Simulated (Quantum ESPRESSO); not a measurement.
# Magnetic state of MnAlGe from several starts

Wanted: the moments of MnAlGe and the energy of each order that was tried.

Program: Quantum ESPRESSO 7.5. Level of theory: LDA; plane waves with GBRV 1.5 LDA potentials, no spin-orbit coupling. Results are calculated unless marked as measured.

## (1) Set-up

Symmetry: P4/nmm, No. 129, tetragonal system. Conventional cell: a = 3.914 Å, b = 3.914 Å, c = 5.933 Å, α = 90.00°, β = 90.00°, γ = 90.00°. Nearest to Mn lie 4 Al at 2.54 Å and 4 Ge at 2.57 Å and 4 Mn at 2.77 Å. Nearest to Al lie 4 Mn at 2.54 Å and 5 Ge at 2.65 to 2.77 Å. Nearest to Ge lie 4 Mn at 2.57 Å and 5 Al at 2.65 to 2.77 Å. Farther neighbours are not listed.

The cell comes from the Crystallography Open Database.

## (2) Run 1 (ferro ++)

The signs are those of the starting moments on the seeded atoms, the atoms that are given a moment.

File pw.in:

```
&CONTROL
  calculation = 'scf'
  prefix = 'pwscf'
  outdir = './tmp'
  pseudo_dir = './pseudo'
  disk_io = 'nowf'
/
&SYSTEM
  ibrav = 0
  nat = 6
  ntyp = 3
  ecutwfc = 40
  ecutrho = 280
  nbnd = 46
  occupations = 'smearing'
  smearing = 'fd'
  degauss = 0.00734986
  nspin = 2
  starting_magnetization(1) = 0.2333
  starting_magnetization(2) = 0
  starting_magnetization(3) = 0
/
&ELECTRONS
  conv_thr = 1.2d-08
  electron_maxstep = 150
  mixing_beta = 0.3
/
ATOMIC_SPECIES
Mn     54.9380 mn_lda_v1.5.uspp.F.UPF
Al     26.9815 al_lda_v1.uspp.F.UPF
Ge     72.6300 ge_lda_v1.4.uspp.F.UPF
CELL_PARAMETERS angstrom
   3.9140000000    0.0000000000    0.0000000000
   0.0000000000    3.9140000000    0.0000000000
   0.0000000000    0.0000000000    5.9330000000
ATOMIC_POSITIONS crystal
Mn      0.0000000000    0.0000000000    0.0000000000
Mn      0.5000000000    0.5000000000    0.0000000000
Al      0.5000000000    0.0000000000    0.7270000000
Al      0.0000000000    0.5000000000    0.2730000000
Ge      0.5000000000    0.0000000000    0.2800000000
Ge      0.0000000000    0.5000000000    0.7200000000
K_POINTS automatic
6 6 6 0 0 0
```

Launch:

```bash
> OMP_NUM_THREADS=1 mpirun -n 4 pw.x -nk 4 -in pw.in > pw.out
```

Output:

```text
Program PWSCF v.7.5 starts

     Message from routine setup:
     using ibrav=0 with symmetry is DISCOURAGED, use correct ibrav instead

     K-points division:     npool     =       4
     Subspace diagonalization in iterative solution of the eigenvalue problem:

     G-vector sticks info
     --------------------
     sticks:   dense  smooth     PW     G-vecs:    dense   smooth      PW
     Sum        1217     697    213                48547    20925    3485

     Using Slab Decomposition

     bravais-lattice index     =            0
     lattice parameter (alat)  =       7.3964  a.u.
     unit-cell volume          =     613.3560 (a.u.)^3
     number of atoms/cell      =            6
     number of atomic types    =            3
     number of electrons       =        64.00
     number of Kohn-Sham states=           46
     kinetic-energy cutoff     =      40.0000  Ry
     charge density cutoff     =     280.0000  Ry
     scf convergence threshold =      1.2E-08
     mixing beta               =       0.3000
     number of iterations used =            8  plain     mixing
     Exchange-correlation=  SLA  PZ   NOGX NOGC
                           (   1   1   0   0   0   0   0)

     celldm(1)=   7.396388  celldm(2)=   0.000000  celldm(3)=   0.000000
     celldm(4)=   0.000000  celldm(5)=   0.000000  celldm(6)=   0.000000

     crystal axes: (cart. coord. in units of alat)
               a(1) = (   1.000000   0.000000   0.000000 )
               a(2) = (   0.000000   1.000000   0.000000 )
               a(3) = (   0.000000   0.000000   1.515841 )

     reciprocal axes: (cart. coord. in units 2 pi/alat)
               b(1) = (  1.000000  0.000000  0.000000 )
               b(2) = (  0.000000  1.000000  0.000000 )
               b(3) = (  0.000000  0.000000  0.659700 )

     PseudoPot. # 1 for Mn read from file:
     mn_lda_v1.5.uspp.F.UPF
     Pseudo is Ultrasoft + core correction, Zval = 15.0
     Generated by new atomic code, or converted to UPF format
     Using radial grid of  859 points,  6 beta functions with:
                l(1) =   0
                l(2) =   0
                l(3) =   1
                l(4) =   1
                l(5) =   2
                l(6) =   2
     Q(r) pseudized with  8 coefficients,  rinner =    0.950   0.950   0.950
                                                       0.950   0.950

     PseudoPot. # 2 for Al read from file:
     al_lda_v1.uspp.F.UPF
     Pseudo is Ultrasoft + core correction, Zval =  3.0
     Generated by new atomic code, or converted to UPF format
     Using radial grid of  893 points,  3 beta functions with:
                l(1) =   0
                l(2) =   1
                l(3) =   2
     Q(r) pseudized with  8 coefficients,  rinner =    0.900   0.900   0.900
                                                       0.900   0.900

     PseudoPot. # 3 for Ge read from file:
     ge_lda_v1.4.uspp.F.UPF
     Pseudo is Ultrasoft + core correction, Zval = 14.0
     Generated by new atomic code, or converted to UPF format
     Using radial grid of  873 points,  6 beta functions with:
                l(1) =   0
                l(2) =   0
                l(3) =   1
                l(4) =   1
                l(5) =   2
                l(6) =   2
     Q(r) pseudized with  8 coefficients,  rinner =    1.400   1.400   1.400
                                                       1.400   1.400

     atomic species   valence    mass     pseudopotential
     Mn               15.00    54.93800     Mn( 1.00)
     Al                3.00    26.98150     Al( 1.00)
     Ge               14.00    72.63000     Ge( 1.00)

     Starting magnetic structure
     atomic species   magnetization
     Mn              0.233
     Al              0.000
     Ge              0.000

     16 Sym. Ops., with inversion, found ( 8 have fractional translation)

   Cartesian axes

     site n.     atom                  positions (alat units)
         1        Mn     tau(   1) = (   0.0000000   0.0000000   0.0000000  )
         2        Mn     tau(   2) = (   0.5000000   0.5000000   0.0000000  )
         3        Al     tau(   3) = (   0.5000000   0.0000000   1.1020161  )
         4        Al     tau(   4) = (   0.0000000   0.5000000   0.4138245  )
         5        Ge     tau(   5) = (   0.5000000   0.0000000   0.4244354  )
         6        Ge     tau(   6) = (   0.0000000   0.5000000   1.0914052  )

     number of k points=    40  Fermi-Dirac smearing, width (Ry)=  0.0073
                       cart. coord. in units 2pi/alat
        k(    1) = (   0.0000000   0.0000000   0.0000000), wk =   0.0046296
        k(    2) = (   0.0000000   0.0000000   0.1099500), wk =   0.0092593
        k(    3) = (   0.0000000   0.0000000   0.2199000), wk =   0.0092593
        k(    4) = (   0.0000000   0.0000000  -0.3298500), wk =   0.0046296
        k(    5) = (   0.0000000   0.1666667   0.0000000), wk =   0.0185185
        [... 35 further k-points ...]

     Dense  grid:    48547 G-vectors     FFT dimensions: (  40,  40,  60)

     Smooth grid:    20925 G-vectors     FFT dimensions: (  30,  30,  45)

     Check: negative core charge=   -0.000024
     Generating pointlists ...
     new r_m :   0.2677 (alat units)  1.9802 (a.u.) for type    1
     new r_m :   0.2677 (alat units)  1.9802 (a.u.) for type    2
     new r_m :   0.2705 (alat units)  2.0010 (a.u.) for type    3

     Initial potential from superposition of free atoms

     starting charge      62.9941, renormalised to      64.0000
     Starting wfcs are   52 randomized atomic wfcs

     Self-consistent Calculation

     iteration #  1     ecut=    40.00 Ry     beta= 0.30
     Davidson diagonalization with overlap
     ethr =  1.00E-02,  avg # of iterations =  3.8

     total energy              =    -861.81008807 Ry
     estimated scf accuracy    <       1.04185229 Ry

     total magnetization       =     4.09 Bohr mag/cell
     absolute magnetization    =     4.80 Bohr mag/cell

     iteration #  2     ecut=    40.00 Ry     beta= 0.30
     Davidson diagonalization with overlap
     ethr =  1.63E-03,  avg # of iterations =  1.9

     total energy              =    -861.86201925 Ry
     estimated scf accuracy    <       0.21737332 Ry

     total magnetization       =     4.34 Bohr mag/cell
     absolute magnetization    =     5.00 Bohr mag/cell

     iteration #  3     ecut=    40.00 Ry     beta= 0.30
     Davidson diagonalization with overlap
     ethr =  3.40E-04,  avg # of iterations =  2.7

     total energy              =    -861.87129304 Ry
     estimated scf accuracy    <       0.45639686 Ry

     total magnetization       =     4.17 Bohr mag/cell
     absolute magnetization    =     4.81 Bohr mag/cell

     [... further iterations left out ...]

     iteration # 12     ecut=    40.00 Ry     beta= 0.30
     Davidson diagonalization with overlap
     ethr =  3.70E-09,  avg # of iterations =  2.8

     total energy              =    -861.92525467 Ry
     estimated scf accuracy    <       0.00000048 Ry

     total magnetization       =     3.32 Bohr mag/cell
     absolute magnetization    =     3.72 Bohr mag/cell

     iteration # 13     ecut=    40.00 Ry     beta= 0.30
     Davidson diagonalization with overlap
     ethr =  7.43E-10,  avg # of iterations =  2.4

     total energy              =    -861.92525482 Ry
     estimated scf accuracy    <       0.00000003 Ry

     total magnetization       =     3.32 Bohr mag/cell
     absolute magnetization    =     3.72 Bohr mag/cell

     iteration # 14     ecut=    40.00 Ry     beta= 0.30
     Davidson diagonalization with overlap
     ethr =  5.23E-11,  avg # of iterations =  2.2

     total energy              =    -861.92525484 Ry
     estimated scf accuracy    <       0.00000001 Ry

     total magnetization       =     3.32 Bohr mag/cell
     absolute magnetization    =     3.72 Bohr mag/cell

     iteration # 15     ecut=    40.00 Ry     beta= 0.30
     Davidson diagonalization with overlap
     ethr =  2.29E-11,  avg # of iterations =  2.1

     Magnetic moment per site  (integrated on atomic sphere of radius R)
     atom   1 (R=0.268)  charge= 13.5202  magn=  1.6661
     atom   2 (R=0.268)  charge= 13.5202  magn=  1.6661
     atom   3 (R=0.268)  charge=  1.2540  magn= -0.0179
     atom   4 (R=0.268)  charge=  1.2540  magn= -0.0179
     atom   5 (R=0.271)  charge= 12.1248  magn= -0.0410
     atom   6 (R=0.271)  charge= 12.1248  magn= -0.0410

     End of self-consistent calculation

     [... lines left out ...]
     the Fermi energy is    11.8325 ev

!    total energy              =    -861.92525484 Ry
     estimated scf accuracy    <          1.9E-09 Ry
     smearing contrib. (-TS)   =      -0.00916260 Ry
     internal energy E=F+TS    =    -861.91609224 Ry

     The total energy is F=E-TS. E is the sum of the following terms:
     one-electron contribution =    -582.32055416 Ry
     hartree contribution      =     334.69535592 Ry
     xc contribution           =    -175.69182610 Ry
     ewald contribution        =    -438.59906790 Ry

     total magnetization       =     3.32 Bohr mag/cell
     absolute magnetization    =     3.72 Bohr mag/cell

     convergence has been achieved in  15 iterations

=------------------------------------------------------------------------------=
   JOB DONE.
=------------------------------------------------------------------------------=
```

Elapsed: 59 s, on 4 MPI ranks of Arm Neoverse V1, shared host; peak memory 0.61 GiB.

Spin moment in the atom's sphere by atom:

```tsv
atom	spin moment in the atom's sphere (μB)
Mn1	1.67
Mn2	1.67
Al3	-0.02
Al4	-0.02
Ge5	-0.04
Ge6	-0.04
```

This step gave:

```
smearing term TS       : 0.1247 eV
magnetization          : 3.318 μB
absolute magnetization : 3.717 μB
final state            : ferromagnetic
```

[end of part 1 of 2]

[Logs and program files are shortened in this print: banners, set-up blocks, solver, clock and traceback lines can be left out without a mark of their own.]

[Logs are printed without paths, hosts, clocks, repeated set-up lines and the standing remarks that a program may print on its own settings, such as how far it seeks lower states.]

[Hosts, paths, dates, database ids (printed as entryN), source tags and the programs' standing remarks are cut or masked in the printed files.]

[Where a cell is said to come from a database of computed structures, the database is the Materials Project.]
